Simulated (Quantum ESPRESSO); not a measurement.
# K3HO (Pm-3m): modes at Γ and the response to a field, part 2 of 6

Which modes does K3HO (Pm-3m) have at the zone centre?

Quantum ESPRESSO 7.5; DFT LDA, scalar-relativistic, plane waves, PseudoDojo norm-conserving pseudopotentials.

So far. Step 2 (A probe with smearing): A gap of 1.5 eV opens on this mesh, so the crystal is taken as an insulator; the start stands at -2.8 GPa. The relaxed cell has a = 5.006 Å (conventional setting).

The structure was built from a prototype and need not be the compound's stable phase.

## 4. Relaxation

A variable-cell run keeps the plane waves of its start, so its end shows a stress on a fresh basis; a second run from that cell removes it.

Contents of relax.in:

```
&CONTROL
  calculation   = 'vc-relax'
  prefix        = 'x'
  outdir        = './tmp'
  pseudo_dir    = './pseudo'
  tprnfor       = .true.
  tstress       = .true.
  forc_conv_thr = 2.0d-05
  etot_conv_thr = 1.0d-07
  nstep         = 40
/
&SYSTEM
  ibrav       = 1
  celldm(1)   = 9.46002985
  nat         = 5
  ntyp        = 3
  ecutwfc     = 72.0
  occupations = 'fixed'
  nbnd        = 19
/
&ELECTRONS
  conv_thr         = 1.0d-11
  mixing_beta      = 0.7
  electron_maxstep = 100
/
&IONS
/
&CELL
  press_conv_thr = 0.2
/
ATOMIC_SPECIES
 H       1.0080  H.upf
 O      15.9990  O.upf
 K      39.0983  K.upf
ATOMIC_POSITIONS crystal
 H      0.000000000   0.000000000   0.000000000
 O      0.500000000   0.500000000   0.500000000
 K      0.500000000   0.500000000   0.000000000
 K      0.500000000   0.000000000   0.500000000
 K      0.000000000   0.500000000   0.500000000
K_POINTS automatic
 4 4 4 0 0 0
```

On the command line:

```sh
OMP_NUM_THREADS=1 mpirun -n 4 pw.x -nk 4 -in relax.in > relax.out
```

The program printed:

```text
[banners, grids, parts of the stress and lines that vanish by symmetry left out]
[banner, memory and clock lines left out]
Program PWSCF v.7.5

[...]
kinetic-energy cutoff     =      72.0000  Ry
     charge density cutoff     =     288.0000  Ry
     scf convergence threshold =      1.0E-11
[...]
energy convergence thresh.=      1.0E-07
     force convergence thresh. =      2.0E-05
     press convergence thresh. =      2.0E-01
     Exchange-correlation= SLA  PW   NOGX NOGC
                           (   1   4   0   0   0   0   0)
[...]
48 Sym. Ops., with inversion, found
[...]
number of k points=    10
[...]
End of self-consistent calculation
[...]
highest occupied, lowest unoccupied level (ev):     3.3248    4.8486
!    total energy              =    -213.77387533 Ry
[...]
convergence has been achieved in  17 iterations
[...]
atom    1 type  1   force =     0.00000000    0.00000000    0.00000000
     atom    2 type  2   force =     0.00000000    0.00000000    0.00000000
     atom    3 type  3   force =     0.00000000    0.00000000    0.00000000
     atom    4 type  3   force =     0.00000000    0.00000000    0.00000000
     atom    5 type  3   force =     0.00000000    0.00000000    0.00000000
     Total force =     0.000000     Total SCF correction =     0.000000
[...]
total   stress  (Ry/bohr**3)                   (kbar)     P=       -1.38
[...]
number of bfgs steps    =   0
[...]
CELL_PARAMETERS (alat=  9.46002985)
[...]
ATOMIC_POSITIONS (crystal)
H                0.0000000000        0.0000000000        0.0000000000
O                0.5000000000        0.5000000000        0.5000000000
K                0.5000000000        0.5000000000        0.0000000000
K                0.5000000000        0.0000000000        0.5000000000
[...]
New effective cutoffs (rho, wfc):  287.76   72.02
[...]
End of self-consistent calculation
[...]
highest occupied, lowest unoccupied level (ev):     3.3303    4.8538
!    total energy              =    -213.77388053 Ry
[...]
convergence has been achieved in   6 iterations
[...]
atom    1 type  1   force =     0.00000000    0.00000000    0.00000000
     atom    2 type  2   force =     0.00000000    0.00000000    0.00000000
     atom    3 type  3   force =     0.00000000    0.00000000    0.00000000
     atom    4 type  3   force =     0.00000000    0.00000000    0.00000000
     atom    5 type  3   force =     0.00000000    0.00000000    0.00000000
     Total force =     0.000000     Total SCF correction =     0.000000
[...]
total   stress  (Ry/bohr**3)                   (kbar)     P=       -1.20
[...]
number of bfgs steps    =   1
[...]
WARNING: bfgs curvature condition failed, Theta= 0.920
[...]
CELL_PARAMETERS (alat=  9.46002985)
[...]
ATOMIC_POSITIONS (crystal)
[...]
New effective cutoffs (rho, wfc):  287.96   72.07
[...]
End of self-consistent calculation
[...]
highest occupied, lowest unoccupied level (ev):     3.3385    4.8615
!    total energy              =    -213.77388697 Ry
[...]
convergence has been achieved in   9 iterations
[...]
atom    1 type  1   force =     0.00000000    0.00000000    0.00000000
     atom    2 type  2   force =     0.00000000    0.00000000    0.00000000
     atom    3 type  3   force =     0.00000000    0.00000000    0.00000000
     atom    4 type  3   force =     0.00000000    0.00000000    0.00000000
[...]
Total force =     0.000000     Total SCF correction =     0.000000
[...]
total   stress  (Ry/bohr**3)                   (kbar)     P=       -0.93
[...]
number of bfgs steps    =   2
[...]
CELL_PARAMETERS (alat=  9.46002985)
[...]
ATOMIC_POSITIONS (crystal)
[...]
New effective cutoffs (rho, wfc):  288.26   72.15
[...]
End of self-consistent calculation
[...]
highest occupied, lowest unoccupied level (ev):     3.3508    4.8731
!    total energy              =    -213.77389356 Ry
[...]
convergence has been achieved in  10 iterations
[...]
Total force =     0.000000     Total SCF correction =     0.000000
[...]
total   stress  (Ry/bohr**3)                   (kbar)     P=       -0.52
[...]
number of bfgs steps    =   3
[...]
CELL_PARAMETERS (alat=  9.46002985)
[...]
ATOMIC_POSITIONS (crystal)
[...]
New effective cutoffs (rho, wfc):  288.65   72.25
[...]
End of self-consistent calculation
[...]
highest occupied, lowest unoccupied level (ev):     3.3667    4.8880
!    total energy              =    -213.77389659 Ry
[...]
convergence has been achieved in  10 iterations
[...]
Total force =     0.000000     Total SCF correction =     0.000000
[...]
total   stress  (Ry/bohr**3)                   (kbar)     P=        0.00
[...]
number of bfgs steps    =   4
[...]
small trust_radius: resetting bfgs history
[...]
CELL_PARAMETERS (alat=  9.46002985)
[...]
ATOMIC_POSITIONS (crystal)
[...]
New effective cutoffs (rho, wfc):  288.65   72.25
[...]
End of self-consistent calculation
[...]
highest occupied, lowest unoccupied level (ev):     3.3667    4.8880
!    total energy              =    -213.77389659 Ry
[...]
convergence has been achieved in   3 iterations
[...]
atom    3 type  3   force =     0.00000000    0.00000000    0.00000000
     atom    4 type  3   force =     0.00000000    0.00000000    0.00000000
     atom    5 type  3   force =     0.00000000    0.00000000    0.00000000
     Total force =     0.000000     Total SCF correction =     0.000000
[...]
total   stress  (Ry/bohr**3)                   (kbar)     P=        0.00
[...]
bfgs converged in   6 scf cycles and   5 bfgs steps
[...]
End of BFGS Geometry Optimization
     Final enthalpy           =    -213.7738965927 Ry
     File ./tmp/x.bfgs deleted, as requested
[...]
CELL_PARAMETERS (alat=  9.46002985)
[...]
ATOMIC_POSITIONS (crystal)
[...]
K                0.5000000000        0.0000000000        0.5000000000
K                0.0000000000        0.5000000000        0.5000000000
[...]
Final scf calculation at the relaxed structure.
[...]
kinetic-energy cutoff     =      72.0000  Ry
     charge density cutoff     =     288.0000  Ry
     scf convergence threshold =      1.0E-13
[...]
press convergence thresh. =      2.0E-01
     Exchange-correlation= SLA  PW   NOGX NOGC
                           (   1   4   0   0   0   0   0)
[...]
48 Sym. Ops., with inversion, found
[...]
number of k points=    10
[...]
End of self-consistent calculation
[...]
highest occupied, lowest unoccupied level (ev):     3.3666    4.8880
!    total energy              =    -213.77384049 Ry
[...]
convergence has been achieved in  24 iterations
[...]
atom    1 type  1   force =     0.00000000    0.00000000    0.00000000
     atom    2 type  2   force =     0.00000000    0.00000000    0.00000000
     atom    3 type  3   force =     0.00000000    0.00000000    0.00000000
     atom    4 type  3   force =     0.00000000    0.00000000    0.00000000
     atom    5 type  3   force =     0.00000000    0.00000000    0.00000000
     Total force =     0.000000     Total SCF correction =     0.000000
[...]
total   stress  (Ry/bohr**3)                   (kbar)     P=       -0.10
[...]
XML data file, charge density, pseudopotentials, collected wavefunctions
```

It took 80 s on 4 MPI ranks of Arm Neoverse V1, shared host.

The steps of the relaxation:

```csv
step,energy less that of the first step (eV),largest force (eV/Å),pressure (GPa),volume (Å³)
1,0.0000,0.0000,-0.14,125.45
2,-0.0001,0.0000,-0.12,125.36
3,-0.0002,0.0000,-0.09,125.23
4,-0.0002,0.0000,-0.05,125.04
5,-0.0003,0.0000,0.00,124.78
6,-0.0003,0.0000,0.00,124.78
7,0.0005,0.0000,-0.01,124.78
```

```csv
"conventional cell, symmetrised",before,after,change
a (Å),5.006,4.997,-0.2 %
b (Å),5.006,4.997,-0.2 %
c (Å),5.006,4.997,-0.2 %
volume (Å³/atom),25.09,24.96,-0.5 %
```

The relaxed structure:

```cif
data_structure
_symmetry_space_group_name_H-M 'P 1'
_symmetry_Int_Tables_number 1
_cell_length_a 4.9971
_cell_length_b 4.9971
_cell_length_c 4.9971
_cell_angle_alpha 90.000
_cell_angle_beta 90.000
_cell_angle_gamma 90.000
_cell_volume 124.78
loop_
_atom_site_label
_atom_site_type_symbol
_atom_site_fract_x
_atom_site_fract_y
_atom_site_fract_z
_atom_site_occupancy
H1 H 0.00000 0.00000 0.00000 1
O2 O 0.50000 0.50000 0.50000 1
K3 K 0.50000 0.50000 0.00000 1
K4 K 0.50000 0.00000 0.50000 1
K5 K 0.00000 0.50000 0.50000 1
```

The last row of the table of steps is pw.x's closing run on a basis chosen anew for the final cell, so its energy can jump.

Read from the output:

| Property | Result |
| --- | --- |
| volume per atom | 24.96 Å³ |
| pressure | -0.01 GPa |
| gap on the k-mesh | 1.521 eV |

The volume changes by -0.5 % from the cell with which this run began.

## 5. Self-consistent run for the response

Perturbation theory inherits every error of the wavefunctions, so the threshold is set near the limit of the arithmetic. With a gap, occupations are fixed, which also allows the response to an electric field.

Contents of scf.in:

```
&CONTROL
  calculation = 'scf'
  prefix      = 'x'
  outdir      = './tmp'
  pseudo_dir  = './pseudo'
  tprnfor     = .true.
  tstress     = .true.
/
&SYSTEM
  ibrav       = 1
  celldm(1)   = 9.44312502
  nat         = 5
  ntyp        = 3
  ecutwfc     = 72.0
  occupations = 'fixed'
  nbnd        = 19
/
&ELECTRONS
  conv_thr         = 1.0d-12
  mixing_beta      = 0.7
  electron_maxstep = 100
/
ATOMIC_SPECIES
 H       1.0080  H.upf
 O      15.9990  O.upf
 K      39.0983  K.upf
ATOMIC_POSITIONS crystal
 H      0.000000000   0.000000000   0.000000000
 O      0.500000000   0.500000000   0.500000000
 K      0.500000000   0.500000000   0.000000000
 K      0.500000000   0.000000000   0.500000000
 K      0.000000000   0.500000000   0.500000000
K_POINTS automatic
 4 4 4 0 0 0
```

On the command line:

```sh
OMP_NUM_THREADS=1 mpirun -n 4 pw.x -nk 4 -in scf.in > scf.out
```

The program printed:

```text
[banners, grids, parts of the stress and lines that vanish by symmetry left out]
[banner, memory and clock lines left out]
Program PWSCF v.7.5

[...]
kinetic-energy cutoff     =      72.0000  Ry
     charge density cutoff     =     288.0000  Ry
     scf convergence threshold =      1.0E-12
[...]
Exchange-correlation= SLA  PW   NOGX NOGC
                           (   1   4   0   0   0   0   0)
[...]
48 Sym. Ops., with inversion, found
[...]
number of k points=    10
[...]
End of self-consistent calculation
[...]
highest occupied, lowest unoccupied level (ev):     3.3666    4.8880
!    total energy              =    -213.77384049 Ry
[...]
convergence has been achieved in  18 iterations
[...]
atom    1 type  1   force =     0.00000000    0.00000000    0.00000000
     atom    2 type  2   force =     0.00000000    0.00000000    0.00000000
     atom    3 type  3   force =     0.00000000    0.00000000    0.00000000
     atom    4 type  3   force =     0.00000000    0.00000000    0.00000000
     atom    5 type  3   force =     0.00000000    0.00000000    0.00000000
     Total force =     0.000000     Total SCF correction =     0.000000
[...]
total   stress  (Ry/bohr**3)                   (kbar)     P=       -0.10
[...]
XML data file, charge density, pseudopotentials, collected wavefunctions
```

Wall time 18 s (4 MPI ranks); 71 s of CPU time.

The cell stands at -0.01 GPa, close enough for phonons.

(Part 2 of 6 ends here.)

[Host names and launcher messages were left out of these logs when they were recorded.]

[Logs are printed without paths, hosts, clocks, repeated set-up lines and the standing remarks that a program may print on its own settings, such as how far it seeks lower states.]

[Hosts, paths, dates, database ids (printed as entryN), source tags and the programs' standing remarks are cut or masked in the printed files.]
